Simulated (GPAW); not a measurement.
# Mg K ELNES/XANES of NaMgF3 (Pm-3m) from DFT, part 2 of 3

What does one-electron theory with a core hole give for the Mg K edge of NaMgF3 (Pm-3m)?

GPAW 26.7.0; X-ray absorption from dipole matrix elements to empty bands, plane-wave PAW LDA.

So far. Step 2 (Ground state of the crystal): The mesh shows a gap of 5.62 eV, so the hole is first treated in a charged cell, without the excited electron. Step 3 (Spectrum without a core hole, Mg atom 1): Main maxima below 24 eV (height): 10.8 eV (2.29) and 17.1 eV (2.27). A K edge sees empty p states on the absorber.

## Step 5: Spectrum with FCH, Mg atom 1

The holes are 6.8 Å apart. In GPAW the data set carries the hole's charge, so charge=0 means a charged cell and charge=-1 a neutral one. The excited electron is left out and a uniform background balances the charge. After the field has converged, empty bands are computed with the density fixed and the dipole matrix elements are summed.

Input file xas.py:

```python
import numpy as np
from ase import Atoms
from ase.parallel import parprint, paropen
from gpaw import GPAW, PW, FermiDirac, Mixer, MixerDif, setup_paths
from gpaw.test import gen
setup_paths.insert(0, '.')
gen('Mg', name='fch1s', xcname='LDA', corehole=(1, 0, 1), write_xml=True)
from gpaw.mpi import world
world.barrier()

atoms = Atoms('Mg4Na4F12',
    cell=[[3.950839, 3.950839, 3.950839],
     [-3.950839, 3.950839, -3.950839],
     [-3.950839, -3.950839, 3.950839]],
    scaled_positions=[[0.5, 0, 0],
     [0.5, 0.5, 0.5],
     [0, 0, 0.5],
     [0, 0.5, 0],
     [0, 0, 0],
     [0, 0.5, 0.5],
     [0.5, 0, 0.5],
     [0.5, 0.5, 0],
     [0.5, 0.25, 0.25],
     [0.5, 0.75, 0.75],
     [0, 0.25, 0.75],
     [0, 0.75, 0.25],
     [0.25, 0.75, 0],
     [0.25, 0.25, 0.5],
     [0.75, 0.75, 0.5],
     [0.75, 0.25, 0],
     [0.25, 0, 0.75],
     [0.25, 0.5, 0.25],
     [0.75, 0, 0.25],
     [0.75, 0.5, 0.75]],
    pbc=True)
atoms.calc = calc = GPAW(legacy_gpaw=True, mode=PW(500), xc='LDA', setups={0: 'fch1s'},
    kpts={'size': (3, 3, 3), 'gamma': True}, occupations=FermiDirac(0.02),
    charge=0, mixer=Mixer(0.1, 5, 50), maxiter=150,
    convergence={'density': 0.0001}, txt='scf.txt')
energy = atoms.get_potential_energy() + calc.get_reference_energy()
ef = calc.get_fermi_level()
out = dict(energy=energy, fermi=ef, forces=atoms.get_forces().tolist())
parprint(f'all-electron energy {energy:.4f} eV, Fermi level {ef:.4f} eV')
ev = np.array([[calc.get_eigenvalues(k, s) for k in range(len(calc.get_ibz_k_points()))] for s in range(calc.get_number_of_spins())])
out['homo'], out['lumo'], out['counts'] = ev[ev < ef].max(), ev[ev > ef].min(), sorted(set((ev < ef).sum((0, 2)).tolist()))
out['filled'] = (ev[:, 0] < ef).sum(1).tolist()

from ase.units import Ha
from gpaw.xas import dipole_matrix_elements
nb = int(calc.get_number_of_electrons() / 2) + 149
top, nb = nb, nb + 8 + nb // 12
nscf = calc.fixed_density(kpts={'size': (4, 4, 4), 'gamma': True}, nbands=nb,
    convergence={'bands': top, 'eigenstates': 1e-5}, maxiter=60, txt='nscf.txt')
cell = atoms.cell.array
ops = [cell.T @ U.T @ np.linalg.inv(cell.T) for U in nscf.wfs.kd.symmetry.op_scc]
filled = [76]  # bands filled in the ground state, by spin
E = np.arange(-6, 34, 0.1)
fwhm = np.interp(E, [4, 25], [0.9, 3.5])
Y, X, zero, highest = 0, 0, 1e9, 1e9
for spin in range(nscf.get_number_of_spins()):
    wfs = nscf.wfs
    A = dipole_matrix_elements(wfs.setups[0])
    eps = np.zeros((wfs.kd.nibzkpts, nb))
    d = np.zeros((3, A.shape[1], wfs.kd.nibzkpts, nb), complex)
    for kpt in wfs.kpt_u:
        if kpt.s == spin and 0 in kpt.P_ani:
            eps[kpt.k] = kpt.eps_n * Ha
            d[:, :, kpt.k] = (kpt.weight * wfs.nspins / 2) ** 0.5 * np.inner(A, kpt.P_ani[0])
    world.sum(eps)
    world.sum(d)
    T = np.einsum('amkn,bmkn->abkn', d, d.conj()).real
    T = sum(np.einsum('ai,ijkn,bj->abkn', R, T, R) for R in ops) / len(ops)
    empty = np.ones_like(eps, bool) & (np.arange(nb) >= filled[spin])
    zero, highest = min(zero, eps[empty].min()), min(highest, eps[:, top - 1].min())
    lines = [(eps, T, empty)] if spin == 0 else lines + [(eps, T, empty)]
for eps, T, empty in lines:
    f = np.einsum('aakn->akn', T).reshape(3, -1)
    x = eps.ravel() - zero
    w = np.interp(x, E, fwhm) / 2.35482
    g = np.exp(-0.5 * ((E[:, None] - x) / w) ** 2) / (w * (2 * np.pi) ** 0.5)
    Y = Y + (f * empty.ravel()) @ g.T
    X = X + (f * ~empty.ravel()) @ g.T
out.update(E=E.round(2).tolist(), xas=Y.tolist(), xes=X.tolist(), zero=zero, valid=highest - zero, nk=len(eps), nb=nb)
for i in range(0, len(E), 10):
    parprint(f'{E[i]:7.2f}', *(f'{v:10.3e}' for v in Y[:, i]))
import json
with paropen('out.json', 'w') as f:
    json.dump(out, f)
```

Started as:

```sh
$ OMP_NUM_THREADS=1 mpirun -n 4 gpaw python xas.py
```

Numbers of over 12 decimals in the logs are rounded to 6 here.

What it wrote:

```text
Input parameters:
  convergence: {density: 0.0001}
  kpts: {gamma: True,
         size: (3, 3, 3)}
  maxiter: 150
  mixer: {backend: pulay,
          beta: 0.1,
          method: separate,
          nmaxold: 5,
          weight: 50}
  mode: {ecut: 500.0,
         name: pw}
  occupations: {fixmagmom: False,
                name: fermi-dirac,
                width: 0.02}
  setups: {0: fch1s}

Initialize ...

[... PAW data sets ...]

Reference energy: -70375.465794  # eV

Spin-paired calculation

[... convergence settings ...]
Symmetries present (total): 12
  [... symmetry matrices ...]

27 k-points: 3 x 3 x 3 Monkhorst-Pack grid
6 k-points in the irreducible part of the Brillouin zone
       k-points in crystal coordinates                weights
   0:     0.00000000    0.00000000    0.00000000          1/27
   1:     0.00000000    0.33333333    0.00000000          6/27
   2:     0.00000000    0.33333333    0.33333333          2/27
   3:     0.33333333    0.00000000    0.00000000          6/27
   4:     0.33333333    0.33333333   -0.33333333          6/27
   5:     0.33333333    0.33333333    0.33333333          6/27

Wave functions: Plane wave expansion
  Cutoff energy: 500.000 eV
  Number of coefficients (min, max): 6246, 6339
  Pulay-stress correction: 0.000000 eV/Ang^3 (de/decut=0.000000)
  Using FFTW library
  Wavefunction extrapolation:
    Improved wavefunction reuse through dual PAW basis

Occupation numbers: Fermi-Dirac:
  width: 0.0200  # eV

Eigensolver
   Davidson(niter=2)

Densities:
  Coarse grid: 36*36*36 grid
  Fine grid: 72*72*72 grid
  Total Charge: 1.000000

Density mixing:
  Method: separate
  Backend: pulay
  Linear mixing parameter: 0.1
  old densities: 5
  Width of damping distribution: 1.1
  Damping of long wavelength oscillations: 50

[... Hamiltonian set-up ...]
Number of atoms: 20
Number of atomic orbitals: 108
Number of bands in calculation: 96
Number of valence electrons: 152
Bands to converge: occupied

... initialized

Initializing position-dependent things.

Density initialized from atomic densities
Creating initial wave functions:
  96 bands from LCAO basis set

              F         F
               F  Na     F
         F  F Mg   F    Mg
             F      Na

       F    MgF
        Na     F  Na
         F    Mg

Atomic positions and initial magnetic moments

Positions:
   0 Mg     1.975420    1.975420    1.975420    ( 0.0000,  0.0000,  0.0000)
   1 Mg    -1.975420    1.975420    1.975420    ( 0.0000,  0.0000,  0.0000)
   2 Mg    -1.975420   -1.975420    1.975420    ( 0.0000,  0.0000,  0.0000)
   3 Mg    -1.975420    1.975420   -1.975420    ( 0.0000,  0.0000,  0.0000)
   4 Na     0.000000    0.000000    0.000000    ( 0.0000,  0.0000,  0.0000)
   5 Na    -3.950839    0.000000    0.000000    ( 0.0000,  0.0000,  0.0000)
   6 Na     0.000000    0.000000    3.950839    ( 0.0000,  0.0000,  0.0000)
[...]
17 F     -1.975420    1.975420    0.000000    ( 0.0000,  0.0000,  0.0000)
  18 F      1.975420    1.975420    3.950839    ( 0.0000,  0.0000,  0.0000)
  19 F     -1.975420    1.975420    3.950839    ( 0.0000,  0.0000,  0.0000)

Unit cell:
           periodic     x           y           z      points  spacing
  1. axis:    yes    3.950839    3.950839    3.950839    36     0.1552
  2. axis:    yes   -3.950839    3.950839   -3.950839    36     0.1552
  3. axis:    yes   -3.950839   -3.950839    3.950839    36     0.1552

  Lengths:   6.843054   6.843054   6.843054
  Angles:  109.471221 109.471221 109.471221

Effective grid spacing dv^(1/3) = 0.1742

iter:   1  -120.337838
iter:   2  -118.067102   -1.09  -1.25
iter:   3  -115.448991   -0.92  -1.33
iter:   4  -115.506766   -1.36  -1.54
iter:   5  -115.273979   -1.83  -1.87
iter:   6  -115.250377   -3.18  -2.56
iter:   7  -115.243716c  -4.10  -2.72
iter:   8  -115.246362c  -3.48  -3.10
iter:   9  -115.242912c  -3.82  -3.00
iter:  10  -115.242878c  -5.99  -3.85
iter:  11  -115.242885c  -6.15  -4.22c
iter:  12  -115.242873c  -6.65  -4.29c
iter:  13  -115.242872c  -7.35  -4.64c
iter:  14  -115.242870c  -7.27  -4.75c
iter:  15  -115.242870c  -8.75c -4.86c

Converged after 15 iterations.

Dipole moment: (0.000000, 0.000000, 0.000000) |e|*Ang

Energy contributions relative to reference atoms: (reference = -70375.465794)

Kinetic:        +48.485012
Potential:      -65.300603
External:        +0.000000
XC:            -100.480627
Entropy (-ST):   -0.000000
Local:           +2.053347
SIC:             +0.000000
--------------------------
Free energy:   -115.242870
Extrapolated:  -115.242870

Showing only first 2 kpts
 Kpt  Band  Eigenvalues  Occupancy
  0    74     -1.03583    2.00000
  0    75     -1.03581    2.00000
  0    76      4.31598    0.00000
  0    77      8.16774    0.00000

  1    74     -1.11528    2.00000
  1    75     -1.05065    2.00000
  1    76      5.15054    0.00000
[...]
Fermi level: 0.48251

Gap: 5.346 eV
Transition (v -> c):
  (s=0, k=4, n=75, [0.33, 0.33, -0.33]) -> (s=0, k=0, n=76, [0.00, 0.00, 0.00])
Direct/indirect transitions are different
Direct gap: 5.352 eV
Transition at: (s=0, k=0, n=75, [0.00, 0.00, 0.00])

Forces in eV/Ang:
  0 Mg    0.00000    0.00000    0.00000
  1 Mg   -0.00000    0.00000    0.00000
  2 Mg    0.00000   -0.00000    0.00000
  3 Mg    0.00000    0.00000    0.00000
  4 Na    0.00000    0.00000    0.00000
  5 Na   -0.00000    0.00000   -0.00000
  6 Na    0.00000    0.00000    0.00000
[...]
17 F     0.00000   -0.00000    0.00000
 18 F    -0.00000   -0.00000   -2.20505
 19 F    -0.00000    0.00000    0.00000
Scalar-relativistic atomic LDA calculation for Mg (Magnesium, Z=12)
Core hole in 1s state (1s occupation: 1.0)
450 radial gridpoints.
|------------------------------------------------|
|------------------------------------------------|
[... the atom generator's iteration count ...]

Energy contributions:
-------------------------
Kinetic:     +150.936470
XC:           -12.517816
Potential:   -289.511143
-------------------------
Total:       -151.092490

state      eigenvalue         ekin         rmax
-----------------------------------------------
1s^1.0 :   -50.674449    69.724812        0.084
2s^2.0 :    -4.035788    10.031038        0.518
2p^6.0 :    -2.903993     9.772171        0.430
3s^2.0 :    -0.536168     1.258278        2.050
3p^0.0 :    -0.343172     0.932201        2.381
-----------------------------------------------
(units: Bohr and Hartree)

Generating PAW setup
Kinetic energy of the core from tauc = 69.854286
Cutoffs:
rc(s)=2.060
rc(p)=2.050
rc(d)=1.960
rc(vbar)=2.000
rc(comp)=1.950
rc(nct)=2.060

Kinetic energy of the core states: 69.724812
Charge: 1.0
Core electrons: 1.0
Valence electrons: 10.0
Pseudo-core charge: 0.000000
Shape function alpha=2.630
Pseudo-electron charge 2.585279
state    eigenvalue         norm
--------------------------------
2s(2) :    -4.035788     0.092931
3s(2) :    -0.536168     1.052414
2p(6) :    -2.903993     0.049098
3p(0) :    -0.343172     1.000690
*d    :     0.000000
--------------------------------

Diagonalizing with gridspacing h=0.050

state   all-electron     PAW
-------------------------------
2s:      -4.035788    -4.036322
2p:      -2.903993    -2.904657
*d:                   -0.118527
*f:                   -0.020612
-------------------------------
all-electron energy -70490.7087 eV, Fermi level 0.4825 eV
[...]
31.00  6.873e-06  6.873e-06  6.873e-06
  32.00  5.905e-06  5.905e-06  5.905e-06
  33.00  4.563e-06  4.563e-06  4.563e-06
```

The job ended after 4 min (4 MPI ranks of Arm Neoverse V1, shared host; peak memory 0.55 GiB; 16 min of CPU time).

The Mg K spectrum, Mg atom 1, full core hole (charged cell) (energy from the lowest empty level; intensity scaled to a mean of 1 over the first 20 eV):

| E (eV) | intensity |
| --- | --- |
| -2.00 | 0.00 |
| -1.25 | 0.00 |
| -0.50 | 0.00 |
| 0.25 | 0.00 |
| 1.00 | 0.01 |
| 1.75 | 0.04 |
| 2.50 | 0.21 |
| 3.25 | 0.37 |
| 4.00 | 0.67 |
| 4.75 | 1.11 |
| 5.50 | 2.14 |
| 6.25 | 2.33 |
| 7.00 | 1.69 |
| 7.75 | 2.25 |
| 8.50 | 3.18 |
| 9.25 | 2.27 |
| 10.00 | 1.10 |
| 10.75 | 0.64 |
| 11.50 | 0.54 |
| 12.25 | 0.69 |
| 13.00 | 0.88 |
| 13.75 | 0.97 |
| 14.50 | 1.05 |
| 15.25 | 1.12 |
| 16.00 | 1.03 |
| 16.75 | 0.81 |
| 17.50 | 0.58 |
| 18.25 | 0.41 |
| 19.00 | 0.28 |
| 19.75 | 0.21 |
| 20.50 | 0.18 |
| 21.25 | 0.19 |
| 22.00 | 0.20 |
| 22.75 | 0.23 |
| 23.50 | 0.27 |
| 24.25 | 0.34 |
| 25.00 | 0.42 |
| 25.75 | 0.53 |
| 26.50 | 0.63 |
| 27.25 | 0.70 |
| 28.00 | 0.74 |
| 28.75 | 0.74 |
| 29.50 | 0.72 |
| 30.25 | 0.68 |
| 31.00 | 0.64 |
| 31.75 | 0.57 |

Main maxima below 24 eV (height): 6.0 eV (2.39), 8.5 eV (3.18) and 15.3 eV (1.12). 

The hole costs E(hole) − E(ground) = 1304.68 eV, and the lowest empty level of the hole cell on the spectrum's mesh lies at 4.32 eV, which puts the zero at 1308.99 eV. One term is added: -12.89 eV, since the hole is spin-paired here and a spin-polarised one costs that much less in the free atom (computed apart). The photon energy is then 1296.10 eV. The tabulated edge of the element is 1303 eV. The functional and the charged cell's background leave an error in such absolute values: in the free atom LDA prices this hole 6.5 eV below PBE (computed apart), and PBE is itself good to a few eV.

## Step 6: Spectrum with HCH, Mg atom 1

The holes are 6.8 Å apart. The data set carries half a charge, which charge=0 leaves uncompensated but for the background. Half a hole is Slater's transition state, a compromise that weakens the attraction. After the field has converged, empty bands are computed with the density fixed and the dipole matrix elements are summed.

Changed against the first core-hole run: core hole from full to half.

xas.py, as its differences from that of step 5:

```diff
@@ -6,3 +6,3 @@
 setup_paths.insert(0, '.')
-gen('Mg', name='fch1s', xcname='LDA', corehole=(1, 0, 1), write_xml=True)
+gen('Mg', name='hch1s', xcname='LDA', corehole=(1, 0, 0.5), write_xml=True)
 from gpaw.mpi import world
@@ -35,3 +35,3 @@
     pbc=True)
-atoms.calc = calc = GPAW(legacy_gpaw=True, mode=PW(500), xc='LDA', setups={0: 'fch1s'},
+atoms.calc = calc = GPAW(legacy_gpaw=True, mode=PW(500), xc='LDA', setups={0: 'hch1s'},
     kpts={'size': (3, 3, 3), 'gamma': True}, occupations=FermiDirac(0.02),
```

What it wrote:

```text
Input parameters:
  convergence: {density: 0.0001}
  kpts: {gamma: True,
         size: (3, 3, 3)}
  maxiter: 150
  mixer: {backend: pulay,
          beta: 0.1,
          method: separate,
          nmaxold: 5,
          weight: 50}
  mode: {ecut: 500.0,
         name: pw}
  occupations: {fixmagmom: False,
                name: fermi-dirac,
                width: 0.02}
  setups: {0: hch1s}

Initialize ...

[...]
*d    :     0.000000
--------------------------------

Diagonalizing with gridspacing h=0.050

state   all-electron     PAW
-------------------------------
2s:      -3.447792    -3.448351
2p:      -2.275196    -2.275972
*d:                   -0.027178
*f:                    0.026802
-------------------------------
all-electron energy -71158.0210 eV, Fermi level 0.4177 eV
[...]
32.00  8.262e-06  8.262e-06  8.262e-06
  33.00  7.012e-06  7.012e-06  7.012e-06
[key lines of the parts left out:]
Converged after 13 iterations.
Dipole moment: (0.000000, 0.000000, 0.000000) |e|*Ang
Free energy:   -108.935432
Fermi level: 0.41773
```

Elapsed: 4 min, on 4 MPI ranks; peak memory 0.56 GiB.

| E (eV) | first run | this run |
| --- | --- | --- |
| -2.0 | 0.00 | 0.00 |
| -1.0 | 0.00 | 0.00 |
| 0.0 | 0.00 | 0.00 |
| 1.0 | 0.01 | 0.01 |
| 2.0 | 0.08 | 0.04 |
| 3.0 | 0.33 | 0.13 |
| 4.0 | 0.67 | 0.21 |
| 5.0 | 1.42 | 0.46 |
| 6.0 | 2.39 | 0.89 |
| 7.0 | 1.69 | 0.94 |
| 8.0 | 2.72 | 1.20 |
| 9.0 | 2.71 | 2.46 |
| 10.0 | 1.10 | 2.85 |
| 11.0 | 0.58 | 1.47 |
| 12.0 | 0.62 | 0.90 |
| 13.0 | 0.88 | 1.06 |
| 14.0 | 0.99 | 1.18 |
| 15.0 | 1.11 | 1.44 |
| 16.0 | 1.03 | 1.65 |
| 17.0 | 0.73 | 1.39 |
| 18.0 | 0.46 | 0.91 |
| 19.0 | 0.28 | 0.53 |
| 20.0 | 0.19 | 0.31 |
| 21.0 | 0.18 | 0.24 |
| 22.0 | 0.20 | 0.23 |
| 23.0 | 0.24 | 0.25 |
| 24.0 | 0.31 | 0.30 |
| 25.0 | 0.42 | 0.39 |
| 26.0 | 0.57 | 0.53 |
| 27.0 | 0.68 | 0.67 |
| 28.0 | 0.74 | 0.77 |
| 29.0 | 0.73 | 0.82 |
| 30.0 | 0.70 | 0.84 |
| 31.0 | 0.64 | 0.83 |
| 32.0 | 0.55 | 0.78 |

The scaled spectrum changes by 59 % r.m.s. A shift of +1.2 eV leaves 34 %. The highest intensity below 16 eV goes from 8.5 eV (3.18) to 9.7 eV (2.98).

## Step 7: Supercell without a hole, the energy reference

The mesh changes for the next run, so it gets a reference energy of its own.

Input file scf.py:

```python
import numpy as np
from ase import Atoms
from ase.parallel import parprint, paropen
from gpaw import GPAW, PW, FermiDirac, Mixer, MixerDif, setup_paths
from gpaw.test import gen
setup_paths.insert(0, '.')
gen('Mg', name='nch1s', xcname='LDA', corehole=(1, 0, 0), write_xml=True)
from gpaw.mpi import world
world.barrier()

atoms = Atoms('Mg4Na4F12',
    cell=[[3.950839, 3.950839, 3.950839],
     [-3.950839, 3.950839, -3.950839],
     [-3.950839, -3.950839, 3.950839]],
    scaled_positions=[[0.5, 0, 0],
     [0.5, 0.5, 0.5],
     [0, 0, 0.5],
     [0, 0.5, 0],
     [0, 0, 0],
     [0, 0.5, 0.5],
     [0.5, 0, 0.5],
     [0.5, 0.5, 0],
     [0.5, 0.25, 0.25],
     [0.5, 0.75, 0.75],
     [0, 0.25, 0.75],
     [0, 0.75, 0.25],
     [0.25, 0.75, 0],
     [0.25, 0.25, 0.5],
     [0.75, 0.75, 0.5],
     [0.75, 0.25, 0],
     [0.25, 0, 0.75],
     [0.25, 0.5, 0.25],
     [0.75, 0, 0.25],
     [0.75, 0.5, 0.75]],
    pbc=True)
atoms.calc = calc = GPAW(legacy_gpaw=True, mode=PW(500), xc='LDA', setups={0: 'nch1s'},
    kpts={'size': (1, 1, 1), 'gamma': True}, occupations=FermiDirac(0.02),
    charge=0, mixer=Mixer(0.1, 5, 50), maxiter=150,
    convergence={'density': 0.0001}, txt='scf.txt')
energy = atoms.get_potential_energy() + calc.get_reference_energy()
ef = calc.get_fermi_level()
out = dict(energy=energy, fermi=ef, forces=atoms.get_forces().tolist())
parprint(f'all-electron energy {energy:.4f} eV, Fermi level {ef:.4f} eV')
ev = np.array([[calc.get_eigenvalues(k, s) for k in range(len(calc.get_ibz_k_points()))] for s in range(calc.get_number_of_spins())])
out['homo'], out['lumo'], out['counts'] = ev[ev < ef].max(), ev[ev > ef].min(), sorted(set((ev < ef).sum((0, 2)).tolist()))
out['filled'] = (ev[:, 0] < ef).sum(1).tolist()
import json
with paropen('out.json', 'w') as f:
    json.dump(out, f)
```

Started as:

```sh
$ OMP_NUM_THREADS=1 mpirun -n 4 gpaw python scf.py
```

What it wrote:

```text
Input parameters:
  convergence: {density: 0.0001}
  kpts: {gamma: True,
         size: (1, 1, 1)}
  maxiter: 150
  mixer: {backend: pulay,
          beta: 0.1,
          method: separate,
          nmaxold: 5,
          weight: 50}
  mode: {ecut: 500.0,
         name: pw}
  occupations: {fixmagmom: False,
                name: fermi-dirac,
                width: 0.02}
  setups: {0: nch1s}

Initialize ...

[...]
2s(2) :    -2.913890     0.147237
3s(2) :    -0.175717     1.006311
2p(6) :    -1.717103     0.101380
3p(0) :    -0.050476     0.993759
*d    :     0.000000
--------------------------------

Diagonalizing with gridspacing h=0.050

state   all-electron     PAW
-------------------------------
2s:      -2.913890    -2.914469
2p:      -1.717103    -1.717995
*d:                    0.032132
*f:                    0.068122
-------------------------------
all-electron energy -71795.3102 eV, Fermi level 0.3212 eV
[key lines of the parts left out:]
Converged after 12 iterations.
Dipole moment: (0.000000, 0.000000, 0.000000) |e|*Ang
Free energy:   -104.050484
Fermi level: 0.32116
```

Wall time 6.8 s (4 MPI ranks); peak memory 0.24 GiB; 27 s of CPU time.

The run finished; it serves as a test, and its numbers are not taken as the result.

(Part 2 of 3 ends here.)

[Banner, clock and machine lines of the logs are left out without a mark of their own.]

[Logs are printed without paths, hosts, clocks, repeated set-up lines and the standing remarks that a program may print on its own settings, such as how far it seeks lower states.]

[Hosts, paths, dates, database ids (printed as entryN), source tags and the programs' standing remarks are cut or masked in the printed files.]

[Lists of maxima count a maximum above −3 eV only where it reaches 4 % of the highest in the window and stands out from its surroundings by 2 % of it (1.5 % where it reaches 55 %); shoulders and weaker maxima are passed over, and of the rest the first, up to two pre-edge ones and the few strongest are named.]
